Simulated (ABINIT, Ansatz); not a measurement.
**A GW chain in ABINIT: CsPbCl3 (Pm-3m)**

Wanted: ground state, empty states, screening and self-energy for CsPbCl3 (Pm-3m).

Method: PBEsol and many-body steps on it, plane waves, in ABINIT 10.8.3.

Most raw output is cut from this account.

### Step 1. The starting structure

It takes space group Pm-3m (No. 221, cubic). Conventional cell: a = 5.605 Å, b = 5.605 Å, c = 5.605 Å, α = 90.00°, β = 90.00°, γ = 90.00°. Nearest to Cs lie 12 Cl at 3.96 Å. Nearest to Pb lie 6 Cl at 2.80 Å. Nearest to Cl lie 2 Pb at 2.80 Å and 4 Cs at 3.96 Å. Farther neighbours and most contacts between anions are not listed.

The cell and positions come from the Crystallography Open Database and are kept as given unless a step says otherwise. Spin-orbit coupling is left out unless a step names it.

### Step 2. Ground state

This step: ABINIT 10.8.3; DFT, PBEsol, plane waves, norm-conserving pseudopotentials.

The ground-state density comes first.

run.abi

```
acell 3*1.0 Angstrom
rprim 
  5.605000000000 0.000000000000 0.000000000000
  0.000000000000 5.605000000000 0.000000000000
  0.000000000000 0.000000000000 5.605000000000
ntypat 3
znucl 55 82 17
natom 5
typat 1 2 3 3 3
xred 
  0.000000000000 0.000000000000 0.000000000000
  0.500000000000 0.500000000000 0.500000000000
  0.500000000000 0.500000000000 0.000000000000
  0.000000000000 0.500000000000 0.500000000000
  0.500000000000 0.000000000000 0.500000000000
pp_dirpath "pseudos"
pseudos "Cs.upf, Pb.upf, Cl.upf"
ecut 32
ngkpt 4 4 4
nshiftk 1
shiftk 0 0 0
kptopt 1
chksymbreak 0
nband 32
occopt 1
tolvrs 1e-10
nstep 60
prtwf 0
optforces 0
optstress 0
indata_prefix "in"
outdata_prefix "out"
tmpdata_prefix "tmp"
```

Started as:

```bash
OMP_NUM_THREADS=1 mpirun -n 4 abinit run.abi > log
```

Run time: 51 s. Hardware: 4 MPI ranks of Arm Neoverse V2, shared host; peak memory 0.43 GiB.

Numbers from this step:

```yaml
total_energy: -7681.8007 eV
gap: 1.798 eV
k_of_the_valence_top: 0.5, 0.5, 0.5
k_of_the_conduction_bottom: 0.5, 0.5, 0.5
least_direct_gap: 1.798 eV
```

The gap is direct, at (0.500, 0.500, 0.500).

### Step 3. Bands along the symmetry lines

The cheap functional maps the bands first; the places of the edges decide which points the dearer methods must see.

run.abi

```
acell 3*1.0 Angstrom
rprim 
  5.605000000000 0.000000000000 0.000000000000
  0.000000000000 5.605000000000 0.000000000000
  0.000000000000 0.000000000000 5.605000000000
ntypat 3
znucl 55 82 17
natom 5
typat 1 2 3 3 3
xred 
  0.000000000000 0.000000000000 0.000000000000
  0.500000000000 0.500000000000 0.500000000000
  0.500000000000 0.500000000000 0.000000000000
  0.000000000000 0.500000000000 0.500000000000
  0.500000000000 0.000000000000 0.500000000000
pp_dirpath "pseudos"
pseudos "Cs.upf, Pb.upf, Cl.upf"
ecut 32
iscf -2
irdden 1
kptopt 0
nkpt 50
kpt 
  0.00000000 0.00000000 0.00000000
  0.00000000 0.06250000 0.00000000
  0.00000000 0.12500000 0.00000000
  0.00000000 0.18750000 0.00000000
  0.00000000 0.25000000 0.00000000
  0.00000000 0.31250000 0.00000000
  0.00000000 0.37500000 0.00000000
  0.00000000 0.43750000 0.00000000
  0.00000000 0.50000000 0.00000000
  0.06250000 0.50000000 0.00000000
  0.12500000 0.50000000 0.00000000
  0.18750000 0.50000000 0.00000000
  0.25000000 0.50000000 0.00000000
  0.31250000 0.50000000 0.00000000
  0.37500000 0.50000000 0.00000000
  0.43750000 0.50000000 0.00000000
  0.50000000 0.50000000 0.00000000
  0.43750000 0.43750000 0.00000000
  0.37500000 0.37500000 0.00000000
  0.31250000 0.31250000 0.00000000
  0.25000000 0.25000000 0.00000000
  0.18750000 0.18750000 0.00000000
  0.12500000 0.12500000 0.00000000
  0.06250000 0.06250000 0.00000000
  0.00000000 0.00000000 0.00000000
  0.06250000 0.06250000 0.06250000
  0.12500000 0.12500000 0.12500000
  0.18750000 0.18750000 0.18750000
  0.25000000 0.25000000 0.25000000
  0.31250000 0.31250000 0.31250000
  0.37500000 0.37500000 0.37500000
  0.43750000 0.43750000 0.43750000
  0.50000000 0.50000000 0.50000000
  0.43750000 0.50000000 0.43750000
  0.37500000 0.50000000 0.37500000
  0.31250000 0.50000000 0.31250000
  0.25000000 0.50000000 0.25000000
  0.18750000 0.50000000 0.18750000
  0.12500000 0.50000000 0.12500000
  0.06250000 0.50000000 0.06250000
  0.00000000 0.50000000 0.00000000
  0.50000000 0.50000000 0.50000000
  0.50000000 0.50000000 0.43750000
  0.50000000 0.50000000 0.37500000
  0.50000000 0.50000000 0.31250000
  0.50000000 0.50000000 0.25000000
  0.50000000 0.50000000 0.18750000
  0.50000000 0.50000000 0.12500000
  0.50000000 0.50000000 0.06250000
  0.50000000 0.50000000 0.00000000
istwfk *1
nband 33
nbdbuf 2
tolwfr 1e-08
nstep 40
prtwf 0
prtvol 0
indata_prefix "in"
outdata_prefix "out"
tmpdata_prefix "tmp"
```

It took 99 s on 4 MPI ranks; peak memory 0.57 GiB.

This step gave:

```
gap                        : 1.798 eV
k of the valence top       : 0.5, 0.5, 0.5
k of the conduction bottom : 0.5, 0.5, 0.5
least direct gap           : 1.798 eV
```

The gap is 1.798 eV, as in the run before at this level.

Electronic bands along the path, in eV, zero at the top of the highest filled band:

| point | band 23 | band 24 | band 25 | band 26 | band 27 | band 28 | band 29 | band 30 |
| --- | --- | --- | --- | --- | --- | --- | --- | --- |
| Γ | -2.63 | -2.53 | -2.53 | -2.53 | 3.21 | 4.21 | 4.21 | 5.10 |
| halfway | -2.69 | -2.58 | -2.58 | -2.44 | 3.72 | 4.53 | 4.62 | 4.75 |
| X | -2.74 | -2.64 | -2.64 | -1.70 | 2.91 | 4.59 | 5.14 | 5.23 |
| halfway | -2.73 | -2.65 | -2.39 | -1.46 | 2.65 | 3.97 | 5.00 | 5.06 |
| M | -2.83 | -2.76 | -2.21 | -0.82 | 2.40 | 2.40 | 4.81 | 5.31 |
| halfway | -2.65 | -2.62 | -2.42 | -2.27 | 3.97 | 4.15 | 4.52 | 4.97 |
| Γ | -2.63 | -2.53 | -2.53 | -2.53 | 3.21 | 4.21 | 4.21 | 5.10 |
| halfway | -2.44 | -2.44 | -2.43 | -2.13 | 3.80 | 3.80 | 3.87 | 4.78 |
| R | -2.20 | -2.20 | -2.20 | 0.00 | 1.80 | 1.80 | 1.80 | 4.97 |
| halfway | -2.49 | -2.45 | -2.35 | -1.27 | 2.37 | 3.57 | 3.72 | 5.11 |
| X | -2.74 | -2.64 | -2.64 | -1.70 | 2.91 | 4.59 | 5.14 | 5.23 |
| jump to R | -2.20 | -2.20 | -2.20 | 0.00 | 1.80 | 1.80 | 1.80 | 4.97 |
| halfway | -2.43 | -2.43 | -2.20 | -0.62 | 2.10 | 2.10 | 3.38 | 5.34 |
| M | -2.83 | -2.76 | -2.21 | -0.82 | 2.40 | 2.40 | 4.81 | 5.31 |

### Step 4. Empty states on the mesh, 2×2×2 mesh, 122 bands

The sums over transitions need many empty states on a uniform mesh; this step solves for them.

run.abi

```
acell 3*1.0 Angstrom
rprim 
  5.605000000000 0.000000000000 0.000000000000
  0.000000000000 5.605000000000 0.000000000000
  0.000000000000 0.000000000000 5.605000000000
ntypat 3
znucl 55 82 17
natom 5
typat 1 2 3 3 3
xred 
  0.000000000000 0.000000000000 0.000000000000
  0.500000000000 0.500000000000 0.500000000000
  0.500000000000 0.500000000000 0.000000000000
  0.000000000000 0.500000000000 0.500000000000
  0.500000000000 0.000000000000 0.500000000000
pp_dirpath "pseudos"
pseudos "Cs.upf, Pb.upf, Cl.upf"
ecut 32
ngkpt 2 2 2
nshiftk 1
shiftk 0 0 0
kptopt 1
chksymbreak 0
iscf -2
irdden 1
istwfk *1
nband 122
nbdbuf 10
tolwfr 1e-09
nstep 60
prtvol 0
indata_prefix "in"
outdata_prefix "out"
tmpdata_prefix "tmp"
```

The job ended after 49 s (4 MPI ranks; peak memory 0.44 GiB).

Numbers from this step:

- gap: 1.798 eV
- k of the valence top: 0.5, 0.5, 0.5
- k of the conduction bottom: 0.5, 0.5, 0.5
- least direct gap: 1.798 eV
- k points computed: 4
- lowest point of the top converged band, above the valence top: 29.77 eV

On this mesh the gap is 1.798 eV.

### Step 5. Screening, 2×2×2 mesh, 112 bands, screening to 98 eV

The RPA dielectric matrix is built and inverted for each q.

This step: RPA screening on PBEsol, plane waves, norm-conserving pseudopotentials.

run.abi: that of step 4 with these lines changed.

```diff
@@ -23,10 +23,11 @@
 chksymbreak 0
-iscf -2
-irdden 1
 istwfk *1
-nband 122
-nbdbuf 10
-tolwfr 1e-09
-nstep 60
-prtvol 0
+occopt 1
+irdwfk 1
+optdriver 3
+nband 112
+ecuteps 3.6
+inclvkb 2
+awtr 1
+symchi 1
 indata_prefix "in"
```

It took 31 s on 4 MPI ranks; peak memory 1.4 GiB.

Numbers from this step:

| Item | Value |
| --- | --- |
| ε∞ with local fields, on this mesh, along the program's q direction | 8.014 |
| the same without local fields | 9.103 |
| plasma frequency | 20.18 eV |
| plane waves in the screening matrix | 389 |

Local fields lower ε∞ by 12 %. On a Γ-centred mesh this coarse the value itself is usually too large, while a short band sum pulls it down.

### Step 6. Self-energy, 2×2×2 mesh, 112 bands, screening to 98 eV

The self-energy is evaluated for the states that the input lists, and the levels follow from it, in one-shot runs by the linearised quasiparticle equation.

This step: G0W0 on PBEsol, plane waves, norm-conserving pseudopotentials.

run.abi: that of step 5 with these lines changed.

```diff
@@ -26,8 +26,17 @@
 irdwfk 1
-optdriver 3
+optdriver 4
 nband 112
+gwcalctyp 0
+ecutsigx 32
+symsigma 1
+nkptgw 2
+kptgw 
+  0.5000000000 0.5000000000 0.5000000000
+  0.0000000000 0.0000000000 0.0000000000
+bdgw 
+  23 29
+  24 29
 ecuteps 3.6
-inclvkb 2
-awtr 1
-symchi 1
+irdscr 1
+ppmodel 1
 indata_prefix "in"
```

The job ended after 14 s (4 MPI ranks; peak memory 1.2 GiB).

Numbers from this step:

```yaml
g0w0_gap_on_the_points_computed: 3.150 eV
starting_gap_on_the_mesh: 1.798 eV
k_of_the_valence_top: 0.5, 0.5, 0.5
k_of_the_conduction_bottom: 0.5, 0.5, 0.5
z_at_the_valence_top: 0.796
z_at_the_conduction_bottom: 0.823
least_direct_g0w0_gap_on_the_computed_points: 3.150 eV
```

The gap on the mesh goes from 1.80 eV to 3.15 eV, a correction of +1.35 eV.

Limits: finite bands, cutoff and mesh; no spin-orbit coupling; coarse k mesh. v1 is the top filled band, c1 the lowest empty one. Levels before and after the correction, in eV, zero at the valence-band top of each column:

|  | conduction bottom | valence top |
| --- | --- | --- |
| Kohn-Sham | 1.80 | 0.00 |
| G0W0 | 3.15 | 0.00 |

|  | level | energy (eV) |
| --- | --- | --- |
| Kohn-Sham | (0.5 0.5 0.5) v4-v2 | -2.197 |
| Kohn-Sham | (0.5 0.5 0.5) v1 | 0.000 |
| Kohn-Sham | (0.5 0.5 0.5) c1-c3 | 1.798 |
| G0W0 | (0.5 0.5 0.5) v4-v2 | -2.834 |
| G0W0 | (0.5 0.5 0.5) v1 | 0.000 |
| G0W0 | (0.5 0.5 0.5) c1-c3 | 3.150 |

### Step 7. Where the time went

Times are wall times on 4 MPI ranks of Arm Neoverse V2, shared host, good to a factor of about two.

| step | time | share | memory (GiB) |
| --- | --- | --- | --- |
| ground state | 51 s | 21 % | 0.43 |
| bands along the symmetry lines | 99 s | 41 % | 0.57 |
| empty states on the mesh | 49 s | 20 % | 0.44 |
| screening | 31 s | 13 % | 1.4 |
| self-energy | 14 s | 6 % | 1.2 |

### Step 8. Summary of results

```yaml
pbesol_gap: 1.80 eV, direct
g0w0_gap_on_the_mesh: 3.15 eV
gw_settings: 2×2×2 mesh, 112 bands, screening to 98 eV, Godby-Needs plasmon pole
known_limits: not at the basis limit; no spin-orbit coupling; coarse k mesh
```

In words: G0W0 moves the gap on the mesh from 1.80 eV to 3.15 eV (+1.35 eV), with Z of 0.80 and 0.82 at the edges. Local fields lower the RPA ε∞ on this mesh from 9.10 to 8.01; a Γ-centred mesh this coarse tends to raise both, most where the direct gap is narrow, while a short band sum lowers them. Only 2 of the mesh's irreducible points were corrected, so a valley elsewhere could overtake. The dearest step here is «bands along the symmetry lines». Bands and cutoff are finite, so the gap is not at the basis limit. The miss can reach some tenths of an eV and take either sign; the mesh is an error of its own. In the G0W0 run levels were corrected at 2 k points alone, so a gap called «on the mesh» is the least over those, and an edge elsewhere would be missed. The 2×2×2 mesh is coarse for this cell, which bears on the long-range parts of exchange and screening. Where an edge is built on 6p states of lead, bismuth or thallium, scalar-relativistic gaps usually stand too wide, by a few tenths to over one eV. This is the ideal cubic cell; many perovskites, halides above all, are cubic only on average, and local tilts or off-centring can widen the gap. The many-body steps are scalar-relativistic: spin-orbit coupling is not in them.

[Paths, hosts, dates, memory and timing lines, banners, echoed tables and standing remarks are left out of the program output.]

[Logs are printed without paths, hosts, clocks, repeated set-up lines and the standing remarks that a program may print on its own settings, such as how far it seeks lower states.]

[Runs of the session that timed out or met a known fault of the program may be left out.]

[Hosts, paths, dates, database ids (printed as entryN), source tags and the programs' standing remarks are cut or masked in the printed files.]

[G0W0 gaps are taken among the corrected bands and points alone; a level outside them can change the order at an edge.]

[Where Ansatz stands beside ABINIT at settings called matched, ABINIT's density can come from a denser mesh and the files from another edition; pairs whose starting gaps differed by over 0.03 eV were left out, so agreement reads better than it is.]
